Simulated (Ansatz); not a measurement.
# BaReO3 (cubic perovskite) (Pm-3m): how robust is the cRPA U?

Wanted: the sensitivity and cost of U and J for BaReO3 (cubic perovskite) (Pm-3m).

Main program and level: Ansatz 0.2.0; constrained RPA on LDA, plane waves, PAW.

Report form: the programs' logs are mostly left out.

The structure was built from a prototype and need not be the compound's stable phase.

## 1. Starting point

Symmetry: Pm-3m, No. 221, cubic system. Conventional cell: a = 3.960 Å, b = 3.960 Å, c = 3.960 Å, α = 90.00°, β = 90.00°, γ = 90.00°. Nearest to Ba lie 12 O at 2.80 Å. Nearest to Re lie 6 O at 1.98 Å. Nearest to O lie 2 Re at 1.98 Å and 4 Ba at 2.80 Å. Farther neighbours and most contacts between anions are not listed.

The structure was relaxed with LDA. The structure type comes from a generator and need not be one that this composition takes. The structure was generated from a model, not taken from a measurement. The runs that relaxed it are not among those shown. The program's search for lower electronic states was switched off, so nothing shows that the state found is the lowest. Spin-orbit coupling is left out unless a step names it. The default PAW set here is soft_2. Its files were made with PBE.

## 2. Base: Re t2g, bands v2 to c1, 4×4×4 mesh, medium accuracy

Constrained RPA screens the interaction with every transition except those inside the target bands, which a later many-body model would treat itself.

Input file input.yaml:

```yaml
crystal:
  lattice:
    - [0.0, -3.96025645, 0.0]
    - [0.0, 0.0, 3.96025645]
    - [-3.96025645, 0.0, 0.0]
  atoms:
    - { symbol: Ba, position: [0.0, 0.0, 0.0] }
    - { symbol: Re, position: [0.5, 0.5, 0.5] }
    - { symbol: O, position: [0.5, 0.5, 0.0] }
    - { symbol: O, position: [0.5, 0.0, 0.5] }
    - { symbol: O, position: [0.0, 0.5, 0.5] }
kpoints:
  mp_grid: { grid: [8, 8, 8] }
hamiltonian:
  xc: lda
scf:
  occupations: { method: gaussian, width: 0.08 }
  n_extra_bands: 19
  max_iter: 150
  lower_state_search: "off"
output:
  crpa:
    kmesh: [4, 4, 4]
    target_bands: [v2, c1]
    projections: [{ species: Re, l: d, shell: 5, orbitals: [dxz, dyz, dxy] }]
  local_orbitals:
    kmesh: [8, 8, 8]
    orbitals: [{ species: Re, l: d, shell: 5, orbitals: [dxz, dyz, dxy] }]
    window: { bands: [v2, c1] }
    seedname: lo
```

Command:

```bash
$ ansatz run input.yaml --threads 4 --pin off --max-ram 9216MiB --backend cpu --events-out ev --progress --plain --runs-dir out
```

Elapsed: 29 s, on 4 threads of Arm Neoverse V1, shared host; peak memory 0.58 GiB; 1.8 min of CPU time.

Numbers from this step:

* U: 2.733 eV
* U prime (inter-orbital): 2.164 eV
* J: 0.2625 eV
* bare V: 10.87 eV
* bare J: 0.3713 eV
* stated bound on U: 0.004294 eV
* U over bare V: 0.2514
* electrons in the window: 3.000
* head of the constrained inverse dielectric matrix: 0.1800
* least eigenvalue of the projection's overlap: 0.6087
* target functions: 3
* bands in the sums: 46
* r.m.s. miss of the model bands: 0.002416 eV
* width of the target bands: 4.282 eV
* weight of the projected orbitals in the window: 0.7028

On the Re t2g shell, screening brings the on-site interaction from 10.9 eV down to U = 2.73 eV.

## 3. Changed: 6×6×6 mesh

input.yaml, the sections that differ from step 2:

```yaml
output:
  crpa:
    kmesh: [6, 6, 6]
    target_bands: [v2, c1]
    projections: [{ species: Re, l: d, shell: 5, orbitals: [dxz, dyz, dxy] }]
# crystal, kpoints, hamiltonian, scf: as in step 2
```

Run time: 2.7 min. Hardware: 4 threads; peak memory 0.78 GiB.

This step gave:

```
U                                                 : 2.733 eV
U prime (inter-orbital)                           : 2.169 eV
J                                                 : 0.2605 eV
bare V                                            : 10.78 eV
bare J                                            : 0.3683 eV
stated bound on U                                 : 0.004435 eV
U over bare V                                     : 0.2535
electrons in the window                           : 3.000
head of the constrained inverse dielectric matrix : 0.1896
least eigenvalue of the projection's overlap      : 0.6054
target functions                                  : 3
bands in the sums                                 : 46
width of the target bands                         : 4.282 eV
weight of the projected orbitals in the window    : 0.7028
```

On the Re t2g shell, screening brings the on-site interaction from 10.8 eV down to U = 2.73 eV.

## 4. Changed: 2×2×2 mesh

Edit input.yaml of step 3 so:

```diff
@@ -22,3 +22,3 @@
   crpa:
-    kmesh: [6, 6, 6]
+    kmesh: [2, 2, 2]
     target_bands: [v2, c1]
```

Elapsed: 6.6 s, on 4 threads; peak memory 0.52 GiB.

Numbers from this step:

```yaml
u: 3.040 eV
u_prime_inter_orbital: 2.405 eV
j: 0.2935 eV
bare_v: 11.81 eV
bare_j: 0.4130 eV
stated_bound_on_u: 0.004321 eV
u_over_bare_v: 0.2575
electrons_in_the_window: 3.000
head_of_the_constrained_inverse_dielectric_matrix: 0.1546
least_eigenvalue_of_the_projection_s_overlap: 0.6087
target_functions: 3
bands_in_the_sums: 46
width_of_the_target_bands: 4.282 eV
weight_of_the_projected_orbitals_in_the_window: 0.7028
```

On the Re t2g shell, screening brings the on-site interaction from 11.8 eV down to U = 3.04 eV.

## 5. Changed: accuracy low

Edit input.yaml of step 4 so:

```diff
@@ -22,4 +22,5 @@
   crpa:
-    kmesh: [2, 2, 2]
+    kmesh: [4, 4, 4]
     target_bands: [v2, c1]
     projections: [{ species: Re, l: d, shell: 5, orbitals: [dxz, dyz, dxy] }]
+    accuracy: low
```

The job ended after 15 s (4 threads; peak memory 0.52 GiB; 56 s of CPU time).

This step gave:

```
U                                                 : 2.704 eV
U prime (inter-orbital)                           : 2.142 eV
J                                                 : 0.2604 eV
bare V                                            : 10.87 eV
bare J                                            : 0.3713 eV
stated bound on U                                 : 0.08522 eV
U over bare V                                     : 0.2488
electrons in the window                           : 3.000
head of the constrained inverse dielectric matrix : 0.1800
least eigenvalue of the projection's overlap      : 0.6087
target functions                                  : 3
bands in the sums                                 : 46
width of the target bands                         : 4.282 eV
weight of the projected orbitals in the window    : 0.7028
```

On the Re t2g shell, screening brings the on-site interaction from 10.9 eV down to U = 2.70 eV.

## 6. Changed: sums over states on smooth products

Edit input.yaml of step 5 so:

```diff
@@ -25,2 +25,5 @@
     projections: [{ species: Re, l: d, shell: 5, orbitals: [dxz, dyz, dxy] }]
-    accuracy: low
+    accuracy: sum_over_states
+    pair_densities: pseudo
+    n_empty_bands: 44
+    ecut_chi: 136
```

Elapsed: 5.6 s, on 4 threads; peak memory 0.42 GiB; 20 s of CPU time.

This variant gives U = 2.84 eV against 2.73 eV. It is a finite sum over empty states with no bound on its error and stays out of the table below.

## 7. Changed: more bands than orbitals

Edit input.yaml of step 6 so:

```diff
@@ -23,7 +23,3 @@
     kmesh: [4, 4, 4]
-    target_bands: [v2, c1]
+    target_bands: [v2, c2]
     projections: [{ species: Re, l: d, shell: 5, orbitals: [dxz, dyz, dxy] }]
-    accuracy: sum_over_states
-    pair_densities: pseudo
-    n_empty_bands: 44
-    ecut_chi: 136
```

Elapsed: 0.14 s, on 4 threads; peak memory 0.097 GiB.

The program refused the input before any cycle.

The program's message: “Error: invalid value for `output.crpa.projections`: 3 orbital(s) selected but the target window spans 4 band(s); name one orbital per band of it”

The fault put into this input: more bands than orbitals.

## 8. Changed: potentials

This step: constrained RPA on LDA, plane waves, norm-conserving pseudopotentials.

Edit input.yaml of step 7 so:

```diff
@@ -15,2 +15,3 @@
   xc: lda
+  pseudopotentials: { kind: nc }
 scf:
@@ -23,3 +24,3 @@
     kmesh: [4, 4, 4]
-    target_bands: [v2, c2]
+    target_bands: [v2, c1]
     projections: [{ species: Re, l: d, shell: 5, orbitals: [dxz, dyz, dxy] }]
```

Elapsed: 2 min, on 4 threads; peak memory 1.1 GiB.

This step gave:

```
U                                                 : 2.744 eV
U prime (inter-orbital)                           : 2.176 eV
J                                                 : 0.2625 eV
bare V                                            : 10.89 eV
bare J                                            : 0.3724 eV
stated bound on U                                 : 0.005864 eV
U over bare V                                     : 0.2521
electrons in the window                           : 3.000
head of the constrained inverse dielectric matrix : 0.1812
least eigenvalue of the projection's overlap      : 0.6118
target functions                                  : 3
bands in the sums                                 : 46
width of the target bands                         : 4.277 eV
weight of the projected orbitals in the window    : 0.7050
```

On the Re t2g shell, screening brings the on-site interaction from 10.9 eV down to U = 2.74 eV.

## 9. Changed: volume +6 %

This step: constrained RPA on LDA, plane waves, PAW.

The cell differs from the one that the last finished run ended in (a 3.960 → 4.038 Å, b 3.960 → 4.038 Å, c 3.960 → 4.038 Å).

Edit input.yaml of step 8 so:

```diff
@@ -2,5 +2,5 @@
   lattice:
-    - [0.0, -3.96025645, 0.0]
-    - [0.0, 0.0, 3.96025645]
-    - [-3.96025645, 0.0, 0.0]
+    - [0.0, -4.0379282565, 0.0]
+    - [0.0, 0.0, 4.0379282565]
+    - [-4.0379282565, 0.0, 0.0]
   atoms:
@@ -15,3 +15,2 @@
   xc: lda
-  pseudopotentials: { kind: nc }
 scf:
@@ -26 +25,6 @@
     projections: [{ species: Re, l: d, shell: 5, orbitals: [dxz, dyz, dxy] }]
+  local_orbitals:
+    kmesh: [8, 8, 8]
+    orbitals: [{ species: Re, l: d, shell: 5, orbitals: [dxz, dyz, dxy] }]
+    window: { bands: [v2, c1] }
+    seedname: lo
```

The job ended after 31 s (4 threads; peak memory 0.59 GiB).

Numbers from this step:

```
U                                                 : 2.711 eV
U prime (inter-orbital)                           : 2.135 eV
J                                                 : 0.2633 eV
bare V                                            : 10.91 eV
bare J                                            : 0.3740 eV
stated bound on U                                 : 0.004138 eV
U over bare V                                     : 0.2486
electrons in the window                           : 3.000
head of the constrained inverse dielectric matrix : 0.1770
least eigenvalue of the projection's overlap      : 0.6136
target functions                                  : 3
bands in the sums                                 : 46
r.m.s. miss of the model bands                    : 0.002179 eV
width of the target bands                         : 3.903 eV
weight of the projected orbitals in the window    : 0.7077
```

On the Re t2g shell, screening brings the on-site interaction from 10.9 eV down to U = 2.71 eV.

## 10. Side by side

Times are wall times on 4 threads of Arm Neoverse V1, shared host, good to a factor of about two.

| run | bare V (eV) | U (eV) | J (eV) | bound on U (eV) | width (eV) | time |
| --- | --- | --- | --- | --- | --- | --- |
| target window | 10.87 | 2.733 | 0.263 | 0.0043 | 4.28 | 29 s |
| 6×6×6 mesh | 10.78 | 2.733 | 0.260 | 0.0044 | 4.28 | 2.7 min |
| 2×2×2 mesh | 11.81 | 3.040 | 0.293 | 0.0043 | 4.28 | 6.6 s |
| accuracy low | 10.87 | 2.704 | 0.260 | 0.0852 | 4.28 | 15 s |
| potentials | 10.89 | 2.744 | 0.263 | 0.0059 | 4.28 | 2 min |
| volume +6 % | 10.91 | 2.711 | 0.263 | 0.0041 | 3.90 | 31 s |

## 11. What came out

* target window: U 2.73 eV, J 0.26 eV
* 6×6×6 mesh: U 2.73 eV, J 0.26 eV
* 2×2×2 mesh: U 3.04 eV, J 0.29 eV
* accuracy low: U 2.70 eV, J 0.26 eV
* potentials: U 2.74 eV, J 0.26 eV
* volume +6 %: U 2.71 eV, J 0.26 eV

In words: 6×6×6 mesh moves U by +0.0002 eV (within the solver's bounds, for the mean over orbitals) at 5.5 times the time. 2×2×2 mesh moves U by +0.31 eV at 0.22 times the time. Accuracy low moves U by −0.03 eV (within the solver's bounds, for the mean over orbitals). Potentials moves U by +0.01 eV at 4.1 times the time. Volume +6 % moves U by −0.02 eV. The printed bound covers the solver alone, not the mesh. The parent state is non-magnetic and the interaction static (zero frequency); U depends on the window and the orbitals, so it belongs to this model alone. Spin-orbit coupling, which is strong for atoms this heavy, is left out.

[Paths, hosts, dates, memory and timing lines, banners, echoed tables and standing remarks are left out of the program output.]

[Logs are printed without paths, hosts, clocks, repeated set-up lines and the standing remarks that a program may print on its own settings, such as how far it seeks lower states.]

[Runs of the session that timed out or met a known fault of the program may be left out.]

[Hosts, paths, dates, database ids (printed as entryN), source tags and the programs' standing remarks are cut or masked in the printed files.]
